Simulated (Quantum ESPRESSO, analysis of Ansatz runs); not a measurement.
# MgTiF6 (R-3), nudged elastic band: V_F hop (2.8 Å) (q = +1) (Quantum ESPRESSO), part 3 of 3

Aim: the barrier of one jump in MgTiF6 (R-3) at charge +1: V_F hop (2.8 Å). The model is a cell of 64 host atoms with 1 F taken out; F is the atom that moves.

Quantum ESPRESSO 7.5; Quantum ESPRESSO plane-wave DFT, PBEsol, GBRV 1.5 PBEsol potentials; nudged elastic band between two relaxed defect structures at fixed charge in a uniform background.

So far: The starting structure; Relaxation of the start point, charge +1; Relaxation of the end point, charge +1.

**4. Nudged elastic band, charge +1**

3 movable images are laid between the ends by interpolation. Each image feels the true force across the path and a spring force along it. The highest image is set to climb to the top of the path.

This step: Quantum ESPRESSO plane-wave DFT, PBEsol, GBRV 1.5 PBEsol potentials; nudged elastic band between two relaxed defect structures at fixed charge in a uniform background.

neb.in

```
BEGIN
BEGIN_PATH_INPUT
&PATH
  restart_mode = 'from_scratch'
  string_method = 'neb'
  nstep_path = 45
  ds = 1.5
  opt_scheme = 'broyden'
  num_of_images = 5
  k_max = 0.3
  k_min = 0.2
  CI_scheme = 'auto'
  path_thr = 0.05
/
END_PATH_INPUT
BEGIN_ENGINE_INPUT
&CONTROL
  prefix = 'pwscf'
  outdir = './tmp'
  pseudo_dir = './pseudo'
  disk_io = 'low'
/
&SYSTEM
  ibrav = 0
  nat = 63
  ntyp = 3
  ecutwfc = 40
  ecutrho = 324
  nbnd = 256
  occupations = 'fixed'
  tot_charge = 1
  nosym = .true.
/
&ELECTRONS
  conv_thr = 6d-08
  electron_maxstep = 100
  mixing_beta = 0.5
/
ATOMIC_SPECIES
Mg    24.3050 mg_pbesol_v1.4.uspp.F.UPF
Ti    47.8670 ti_pbesol_v1.4.uspp.F.UPF
F     18.9984 f_pbesol_v1.4.uspp.F.UPF
CELL_PARAMETERS angstrom
   5.2993279760    3.0595683983    8.9009649612
  -5.2993279760    3.0595683983    8.9009649612
   0.0000000000   -6.1191367966    8.9009649612
BEGIN_POSITIONS
FIRST_IMAGE
ATOMIC_POSITIONS crystal
Mg     0.2492219752    0.2508889730    0.2501087200
Ti     0.0023073859    0.0022342361   -0.0029270521
F      0.3773284695    0.0933413720    0.1496231026
F      0.1469641819    0.3836050117    0.0939622406
F      0.4098824446    0.3480309190    0.1208869582
F      0.3503915572    0.1180215384    0.4073138414
F      0.1217892555    0.4090736885    0.3498021392
F      0.0899042745    0.1523591298    0.3783500367
Mg     0.2372422154    0.2422926229    0.7605108011
Ti    -0.0009270104    0.0009828010    0.4995339816
F      0.3693796124    0.0866797338    0.6556711326
F      0.1537124766    0.3850063476    0.5888019201
F      0.4165611284    0.3194637553    0.6324672372
F      0.3436435782    0.1130635478    0.9146856955
F      0.1296963685    0.4114932863    0.8457433954
F      0.0651378468    0.1723222598    0.8810754792
Mg     0.2488738421    0.7536797992    0.2460399080
Ti    -0.0011405928    0.5010492219    0.0000268825
F      0.3753307403    0.5919398961    0.1520421317
F      0.1601702924    0.8943119304    0.0784301155
F      0.4143573926    0.8435912145    0.1262334339
F      0.3620739528    0.6179132267    0.4057902572
F      0.1220259163    0.9082717273    0.3488223151
F      0.0879382385    0.6554293255    0.3756239604
Mg     0.2479775036    0.7544394239    0.7498456581
Ti    -0.0006280731    0.5007528497    0.4998782379
F      0.3874981839    0.5953103998    0.6360336338
F      0.1509591465    0.8786159566    0.5907946382
F      0.4145333182    0.8435397825    0.6173228737
F      0.3479150635    0.6204295400    0.9071448315
F      0.1281549158    0.9225115336    0.8371531723
F      0.0878611062    0.6551150837    0.8813678752
Mg     0.7527192762    0.2473499496    0.2468643306
Ti     0.4991658290    0.0000049161    0.0009359330
F      0.8730877152    0.0802543238    0.1586018943
F      0.6499154265    0.3808968777    0.0923433875
F      0.9130530073    0.3453980372    0.1164208617
F      0.8466060824    0.1234330501    0.4084384223
F      0.6273431322    0.4185822264    0.3470039490
F      0.5856035170    0.1561128225    0.3824299932
Mg     0.7516757798    0.2484442082    0.7529145746
Ti     0.4994333627   -0.0003381841    0.5001508807
F      0.8758743980    0.0941744408    0.6500860850
F      0.6527410936    0.3955854150    0.5799650350
F      0.9127010898    0.3453581793    0.6253677715
F      0.8416155947    0.1080203530    0.9192862987
F      0.6221773178    0.4091580417    0.8479696602
F      0.5859827285    0.1563197191    0.8727999996
Mg     0.7713389265    0.7603062468    0.2340226097
Ti     0.4988270481    0.5009563287   -0.0002736382
F      0.8653807469    0.5913223811    0.1558438304
F      0.6499218530    0.8797808911    0.0973233496
F      0.9407148536    0.8299510918    0.1137314065
F      0.8438144882    0.6159610050    0.4098622072
F      0.6262811432    0.9040077894    0.3484347343
Mg     0.7488764161    0.7509462086    0.7497763648
Ti     0.4895759313    0.4725349457    0.5186246269
F      0.8759026410    0.5931006954    0.6493928688
F      0.6503484085    0.8829086459    0.5906564542
F      0.9086250330    0.8492701287    0.6209786959
F      0.8501932442    0.6192222660    0.9068760233
F      0.6234001246    0.9079329962    0.8510491729
F      0.5881590912    0.6536058907    0.8787505099
INTERMEDIATE_IMAGE
ATOMIC_POSITIONS crystal
Mg     0.2494214817    0.2509052842    0.2491734033
Ti     0.0012224289    0.0016575666   -0.0018167435
[... 61 atom lines left out ...]
INTERMEDIATE_IMAGE
ATOMIC_POSITIONS crystal
Mg     0.2496425170    0.2509039865    0.2482545206
Ti     0.0001469494    0.0010816111   -0.0007142557
[... 61 atom lines left out ...]
INTERMEDIATE_IMAGE
ATOMIC_POSITIONS crystal
Mg     0.2498746363    0.2508874140    0.2473492937
Ti    -0.0009457737    0.0004989391    0.0003999595
[... 61 atom lines left out ...]
LAST_IMAGE
ATOMIC_POSITIONS crystal
Mg     0.2501103997    0.2508614929    0.2464099083
Ti    -0.0020765293   -0.0001206186    0.0015544933
F      0.3817326063    0.0839255196    0.1576830732
[... 2 atom lines left out ...]
F      0.3655466360    0.1099815666    0.4044985743
[... 20 atom lines left out ...]
F      0.3734120669    0.5867196845    0.6559229169
[... 1 atom line left out ...]
F      0.4187946236    0.8464367042    0.6069505311
[... 12 atom lines left out ...]
Ti     0.4809482397    0.0093599098    0.5287765026
[... 6 atom lines left out ...]
Mg     0.7649906519    0.7274755881    0.2407128464
[... 1 atom line left out ...]
F      0.8849159606    0.5583353055    0.1709866127
F      0.6504684283    0.8722579869    0.0973209723
F      0.9009980382    0.8496332138    0.1210394642
F      0.8442496094    0.6340050341    0.4087828462
F      0.5890508014    0.6557487588    0.3860569907
[... 3 atom lines left out ...]
F      0.6535671630    0.8713211627    0.5804303245
[... 3 atom lines left out ...]
F      0.5900391338    0.6537120074    0.8773430628
END_POSITIONS
K_POINTS gamma
END_ENGINE_INPUT
END
```

Run with:

```bash
$ OMP_NUM_THREADS=1 mpirun -n 4 neb.x -ni 2 -inp neb.in > neb.out
```

The log of the run:

```text
[shortened: banners, details of potentials and solvers, and blank lines are left out]
[banner, memory and clock lines left out]
     path-images division:  nimage    =       2
     initial path length           =  5.5968 bohr
     initial inter-image distance  =  1.3992 bohr
     string_method                 =    neb
     restart_mode                  =    from_scratch
     opt_scheme                    =    broyden
     num_of_images                 =    5
     nstep_path                    =    45
     CI_scheme                     =    auto
     first_last_opt                =    F
     use_freezing                  =    F
     ds                            =    1.5000 a.u.
     k_max                         =    0.3000 a.u.
     k_min                         =    0.2000 a.u.
     path_thr                      =    0.0500 eV / A
     ------------------------------ iteration   1 ------------------------------
     activation energy (->) =   1.818768 eV
     activation energy (<-) =   1.819174 eV
     image        energy (eV)        error (eV/A)        frozen
         1     -57731.2776443            0.016992            T
         2     -57730.2863439            2.799501            F
         3     -57729.4588761            2.775471            F
         4     -57730.0888028            2.147466            F
         5     -57731.2780503            0.024081            T
     climbing image =  3
     path length          =  5.597 bohr
     inter-image distance =  1.399 bohr
     ------------------------------ iteration   2 ------------------------------
     activation energy (->) =   1.501362 eV
     activation energy (<-) =   1.501768 eV
     image        energy (eV)        error (eV/A)        frozen
         1     -57731.2776443            0.016992            T
         2     -57730.4656924            1.325065            F
         3     -57729.7762822            0.600900            F
         4     -57730.2104989            0.877536            F
         5     -57731.2780503            0.024081            T
     climbing image =  3
     path length          =  5.645 bohr
[...]
------------------------------ iteration   3 ------------------------------
     activation energy (->) =   1.431907 eV
     activation energy (<-) =   1.432313 eV
     image        energy (eV)        error (eV/A)        frozen
         1     -57731.2776443            0.016992            T
         2     -57730.5261945            0.764213            F
         3     -57729.8457371            0.553386            F
         4     -57730.2399853            0.489187            F
         5     -57731.2780503            0.024081            T
     climbing image =  3
     path length          =  5.670 bohr
[...]
------------------------------ iteration   4 ------------------------------
     activation energy (->) =   1.339789 eV
     activation energy (<-) =   1.340195 eV
     image        energy (eV)        error (eV/A)        frozen
         1     -57731.2776443            0.016992            T
         2     -57730.6378871            0.478975            F
         3     -57729.9378555            0.390693            F
         4     -57730.3039195            0.440923            F
         5     -57731.2780503            0.024081            T
     climbing image =  3
     path length          =  5.771 bohr
[...]
------------------------------ iteration   5 ------------------------------
     activation energy (->) =   1.291852 eV
     activation energy (<-) =   1.292258 eV
     image        energy (eV)        error (eV/A)        frozen
         1     -57731.2776443            0.016992            T
         2     -57730.7239758            0.274527            F
         3     -57729.9857919            0.236196            F
         4     -57730.3716861            0.360093            F
         5     -57731.2780503            0.024081            T
     climbing image =  3
     path length          =  5.880 bohr
[...]
------------------------------ iteration   6 ------------------------------
     activation energy (->) =   1.248409 eV
     activation energy (<-) =   1.248814 eV
     image        energy (eV)        error (eV/A)        frozen
         1     -57731.2776443            0.016992            T
         2     -57730.8112133            0.196232            F
         3     -57730.0292358            0.195951            F
         4     -57730.4584809            0.210774            F
         5     -57731.2780503            0.024081            T
     climbing image =  3
     path length          =  6.071 bohr
[...]
------------------------------ iteration   7 ------------------------------
     activation energy (->) =   1.226309 eV
     activation energy (<-) =   1.226715 eV
     image        energy (eV)        error (eV/A)        frozen
         1     -57731.2776443            0.016992            T
         2     -57730.8515592            0.173720            F
         3     -57730.0513352            0.184527            F
         4     -57730.5111487            0.149458            F
         5     -57731.2780503            0.024081            T
     climbing image =  3
     path length          =  6.196 bohr
[...]
------------------------------ iteration   8 ------------------------------
     activation energy (->) =   1.213789 eV
     activation energy (<-) =   1.214195 eV
     image        energy (eV)        error (eV/A)        frozen
         1     -57731.2776443            0.016992            T
         2     -57730.8703056            0.153316            F
         3     -57730.0638556            0.138111            F
         4     -57730.5407188            0.156233            F
         5     -57731.2780503            0.024081            T
     climbing image =  3
     path length          =  6.247 bohr
[...]
------------------------------ iteration   9 ------------------------------
     activation energy (->) =   1.184419 eV
     activation energy (<-) =   1.184825 eV
     image        energy (eV)        error (eV/A)        frozen
         1     -57731.2776443            0.016992            T
         2     -57730.9066321            0.190479            F
         3     -57730.0932253            0.322623            F
         4     -57730.6368004            0.123528            F
         5     -57731.2780503            0.024081            T
     climbing image =  3
     path length          =  6.465 bohr
[...]
------------------------------ iteration  10 ------------------------------
     activation energy (->) =   1.164793 eV
     activation energy (<-) =   1.165199 eV
     image        energy (eV)        error (eV/A)        frozen
         1     -57731.2776443            0.016992            T
         2     -57730.9139140            0.143547            F
         3     -57730.1128512            0.135250            F
         4     -57730.6895153            0.122857            F
         5     -57731.2780503            0.024081            T
     climbing image =  3
     path length          =  6.600 bohr
[...]
------------------------------ iteration  11 ------------------------------
     activation energy (->) =   1.154395 eV
     activation energy (<-) =   1.154801 eV
     image        energy (eV)        error (eV/A)        frozen
         1     -57731.2776443            0.016992            T
         2     -57730.9184949            0.107414            F
         3     -57730.1232493            0.136496            F
         4     -57730.7183643            0.115853            F
         5     -57731.2780503            0.024081            T
     climbing image =  3
     path length          =  6.660 bohr
[...]
------------------------------ iteration  12 ------------------------------
     activation energy (->) =   1.121141 eV
     activation energy (<-) =   1.121547 eV
     image        energy (eV)        error (eV/A)        frozen
         1     -57731.2776443            0.016992            T
         2     -57730.9320125            0.239374            F
         3     -57730.1565032            0.327314            F
         4     -57730.8545521            0.132862            F
         5     -57731.2780503            0.024081            T
     climbing image =  3
     path length          =  7.081 bohr
[...]
------------------------------ iteration  13 ------------------------------
     activation energy (->) =   1.105168 eV
     activation energy (<-) =   1.105574 eV
     image        energy (eV)        error (eV/A)        frozen
         1     -57731.2776443            0.016992            T
         2     -57730.9445385            0.207640            F
         3     -57730.1724759            0.154872            F
         4     -57730.8861696            0.100560            F
         5     -57731.2780503            0.024081            T
     climbing image =  3
     path length          =  7.185 bohr
[...]
------------------------------ iteration  14 ------------------------------
     activation energy (->) =   1.101306 eV
     activation energy (<-) =   1.101712 eV
     image        energy (eV)        error (eV/A)        frozen
         1     -57731.2776443            0.016992            T
         2     -57730.9539127            0.126214            F
         3     -57730.1763384            0.120602            F
         4     -57730.8941580            0.090832            F
         5     -57731.2780503            0.024081            T
     climbing image =  3
     path length          =  7.193 bohr
[...]
------------------------------ iteration  15 ------------------------------
     activation energy (->) =   1.096673 eV
     activation energy (<-) =   1.097079 eV
     image        energy (eV)        error (eV/A)        frozen
         1     -57731.2776443            0.016992            T
         2     -57730.9627293            0.094238            F
         3     -57730.1809713            0.117977            F
         4     -57730.9063183            0.073705            F
         5     -57731.2780503            0.024081            T
     climbing image =  3
     path length          =  7.227 bohr
[...]
------------------------------ iteration  16 ------------------------------
     activation energy (->) =   1.085737 eV
     activation energy (<-) =   1.086143 eV
     image        energy (eV)        error (eV/A)        frozen
         1     -57731.2776443            0.016992            T
         2     -57730.9942001            0.122866            F
         3     -57730.1919070            0.201885            F
         4     -57730.9304108            0.163259            F
         5     -57731.2780503            0.024081            T
     climbing image =  3
     path length          =  7.287 bohr
[...]
------------------------------ iteration  17 ------------------------------
     activation energy (->) =   1.068808 eV
     activation energy (<-) =   1.069214 eV
     image        energy (eV)        error (eV/A)        frozen
         1     -57731.2776443            0.016992            T
         2     -57731.0272889            0.186657            F
         3     -57730.2088359            0.167884            F
         4     -57730.9475294            0.164239            F
         5     -57731.2780503            0.024081            T
     climbing image =  3
     path length          =  7.453 bohr
[...]
------------------------------ iteration  18 ------------------------------
     activation energy (->) =   1.071864 eV
     activation energy (<-) =   1.072270 eV
     image        energy (eV)        error (eV/A)        frozen
         1     -57731.2776443            0.016992            T
         2     -57731.0120810            0.076723            F
         3     -57730.2057806            0.055101            F
         4     -57730.9371191            0.092282            F
         5     -57731.2780503            0.024081            T
     climbing image =  3
     path length          =  7.349 bohr
[...]
------------------------------ iteration  19 ------------------------------
     activation energy (->) =   1.069992 eV
     activation energy (<-) =   1.070398 eV
     image        energy (eV)        error (eV/A)        frozen
         1     -57731.2776443            0.016992            T
         2     -57731.0131707            0.059393            F
         3     -57730.2076527            0.049343            F
         4     -57730.9355089            0.055264            F
         5     -57731.2780503            0.024081            T
     climbing image =  3
     path length          =  7.354 bohr
[...]
------------------------------ iteration  20 ------------------------------
     activation energy (->) =   1.068219 eV
     activation energy (<-) =   1.068625 eV
     image        energy (eV)        error (eV/A)        frozen
         1     -57731.2776443            0.016992            T
         2     -57731.0125952            0.046399            F
         3     -57730.2094255            0.048481            F
         4     -57730.9333034            0.041608            F
         5     -57731.2780503            0.024081            T
     climbing image =  3
     path length          =  7.354 bohr
     inter-image distance =  1.839 bohr
     neb: convergence achieved in  20 iterations
```

The job ended after 71 min (4 MPI ranks of Arm Neoverse V2, shared host; peak memory 2.8 GiB).

The path, image by image:

```
image  path (Å)  energy (eV)       F55: x, y, z (Å)
    0     0.000       0.0000  -1.472, 2.550, 16.722
    1     1.187       0.2650  -1.380, 2.010, 16.171
    2     2.144       1.0682  -1.062, 1.681, 15.457
    3     2.926       0.3443  -0.702, 1.456, 14.912
    4     3.892      -0.0004  -0.353, 1.446, 14.516
```

Numbers from this step:

| Quantity | Value |
| --- | --- |
| barrier forward | 1.068 eV |
| barrier backward | 1.069 eV |
| end less start | -4.06e-4 eV |
| hop length | 2.709 Å |

The band met its tolerance of 0.05 eV/Å after 20 iterations, with image 2 on top (the start counts as 0). F55, which moves farthest between the ends, has 1 Ti at 1.89 Å and 1 Mg at 1.96 Å nearest at the start and 1 Mg at 1.85 Å at the top.

**5. Results**

```yaml
barrier_forward: 1.07 eV
barrier_backward: 1.07 eV
end_less_start: 0.00 eV
hop_length: 2.71 Å
band_iterations_as_the_log_counts_them: 20
```

What this shows: The top of the band lies 1.07 eV above the start and 1.07 eV above the end. With an assumed prefactor of 1e13 per second it gives one hop a second along this one path at about 410 K; whether such hops link up through the crystal wasn't checked. The order of the top as a saddle was not checked for all atoms, so a bent path could be lower. No image-charge correction is applied; it largely cancels along a path if the charge stays localised alike. Keep in mind: sampling at the zone centre alone can move energies of charged and open-shell states by tenths of an eV or more in cells of this size.

[Logs are printed without paths, hosts, clocks, repeated set-up lines and the standing remarks that a program may print on its own settings, such as how far it seeks lower states.]

[Hosts, paths, dates, database ids (printed as entryN), source tags and the programs' standing remarks are cut or masked in the printed files.]
